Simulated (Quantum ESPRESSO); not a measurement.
Consider CdF2 (Fm-3m).

```
CELL_PARAMETERS angstrom
0.00000 2.69400 2.69400
2.69400 0.00000 2.69400
2.69400 2.69400 0.00000
ATOMIC_POSITIONS crystal
Cd 0.00000 0.00000 0.00000
F 0.75000 0.75000 0.75000
F 0.25000 0.25000 0.25000
```

Absorber: atom 2, with 4 Cd at 2.33 Å (tetrahedral, site symmetry -43m). Method: Quantum ESPRESSO XSpectra, PBE, full core hole (charged cell), 18-atom cell with 6.6 Å between holes, 4×4×4 k points, dipole transitions, Lorentzian half width 0.3 eV up to 4 eV, rising linearly to 2.5 eV at 25 eV (counted from xe0, 1.4 eV below the zero used here).

What does the F K edge look like?

Main maxima up to 24 eV above the zero (height): 3.9 eV (1.93), 7.0 eV (1.33), 9.8 eV (1.54) and 18.6 eV (1.26). A K edge sees empty p states on the absorber. The total-energy difference plus the lowest empty eigenvalue puts the zero at 692.18 eV. One term is added: -9.97 eV, since the hole is spin-paired here and a spin-polarised one costs that much less in the free atom (computed apart). The photon energy is then 682.21 eV. The functional and the charged cell's background leave an error of a few eV in such absolute values.

The F K spectrum (energy from the lowest empty level; intensity scaled to a mean of 1 over the first 20 eV; the points at xe0, where the cut of filled states can leave a spike, are interpolated):

| E (eV) | intensity |
| --- | --- |
| -2.00 | 0.03 |
| -1.25 | 0.03 |
| -0.50 | 0.04 |
| 0.25 | 0.07 |
| 1.00 | 0.14 |
| 1.75 | 0.30 |
| 2.50 | 0.61 |
| 3.25 | 1.43 |
| 4.00 | 1.90 |
| 4.75 | 1.11 |
| 5.50 | 0.71 |
| 6.25 | 0.97 |
| 7.00 | 1.33 |
| 7.75 | 1.18 |
| 8.50 | 1.20 |
| 9.25 | 1.44 |
| 10.00 | 1.53 |
| 10.75 | 1.31 |
| 11.50 | 1.01 |
| 12.25 | 0.80 |
| 13.00 | 0.71 |
| 13.75 | 0.70 |
| 14.50 | 0.76 |
| 15.25 | 0.87 |
| 16.00 | 0.96 |
| 16.75 | 1.05 |
| 17.50 | 1.16 |
| 18.25 | 1.25 |
| 19.00 | 1.24 |
| 19.75 | 1.16 |
| 20.50 | 1.04 |
| 21.25 | 0.92 |
| 22.00 | 0.82 |
| 22.75 | 0.75 |
| 23.50 | 0.70 |
| 24.25 | 0.68 |
| 25.00 | 0.67 |
| 25.75 | 0.69 |
| 26.50 | 0.72 |
| 27.25 | 0.76 |
| 28.00 | 0.81 |
| 28.75 | 0.85 |
| 29.50 | 0.88 |
| 30.25 | 0.91 |
| 31.00 | 0.96 |
| 31.75 | 1.03 |

Lifetime broadening is put in by hand, and intensities beyond about 20 eV depend on it and on the partial waves; weight that the partial waves miss at high energy is lost. The structure is a published determination, not relaxed.

[Banner, clock and machine lines of the logs are left out without a mark of their own.]

[Logs are printed without paths, hosts, clocks, repeated set-up lines and the standing remarks that a program may print on its own settings, such as how far it seeks lower states.]

[Hosts, paths, dates, database ids (printed as entryN), source tags and the programs' standing remarks are cut or masked in the printed files.]

[Lists of maxima count a maximum above −3 eV only where it reaches 4 % of the highest in the window and stands out from its surroundings by 2 % of it (1.5 % where it reaches 55 %); shoulders and weaker maxima are passed over, and of the rest the first, up to two pre-edge ones and the few strongest are named.]
